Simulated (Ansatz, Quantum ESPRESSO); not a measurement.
# TaN [001], WC type: uniaxial strain and lateral response

The c axis is held at a set length while the cell relaxes sideways. How do the lateral strain and the stress follow? The strained cell has c along the load; unstrained it is a = 2.9236 Å, b = 2.9236 Å, c = 2.8709 Å, α = 90.00°, β = 90.00°, γ = 120.00°, with 2 atoms.

Calculated with Quantum ESPRESSO 7.5, PBEsol, GBRV 1.5 ultrasoft potentials, cutoff 680 eV, Fermi–Dirac smearing 0.05 eV, k-mesh 17×17×15, no spin polarisation, no spin-orbit coupling.

Relaxed positions at 0 %:

```
atom       x       y       z
  Ta  0.0000  0.0000  0.0000
   N  0.6667  0.3333  0.5000
```

```csv
ε_c (%),a (Å),c (Å),ε_a (%),"σ (GPa, tension positive)"
−3,2.9404,2.7848,0.577,−25.87
−2,2.9346,2.8135,0.377,−16.80
−1,2.9289,2.8422,0.184,−8.19
0,2.9236,2.8709,0.000,0.01
1,2.9183,2.8996,−0.179,7.80
3,2.9087,2.9570,−0.508,22.37
```

**Question.** Fit both responses and give the free strain and the stress at +2 %, a row left out above.

Least squares with y = y0 + y1 ε + y2 ε² (ε in %) gives ε_a = −0.001 + (−0.1809) ε + (0.0039) ε² and σ = 0.01 + (8.032) ε + (−0.195) ε² GPa. The linear terms put the ratio of free to applied strain at −0.181 and the Young modulus at 803 GPa.

At +2 % the free strain comes out as −0.347 %. The run itself gives −0.348 %, so the estimate misses by 0.001 %, a rounding's worth.

The stress comes out as 15.30 GPa. The run itself gives 15.26 GPa, so the estimate misses by 0.04 GPa; the fitted rows themselves lie up to 0.05 GPa off the law.

The negative ε² term means that the crystal stiffens in compression and softens in tension.

The same fit over all rows at other levels or in other programs gives the strain ratio = −0.179 with PBEsol (Ansatz).

[Logs are printed without paths, hosts, clocks, repeated set-up lines and the standing remarks that a program may print on its own settings, such as how far it seeks lower states.]
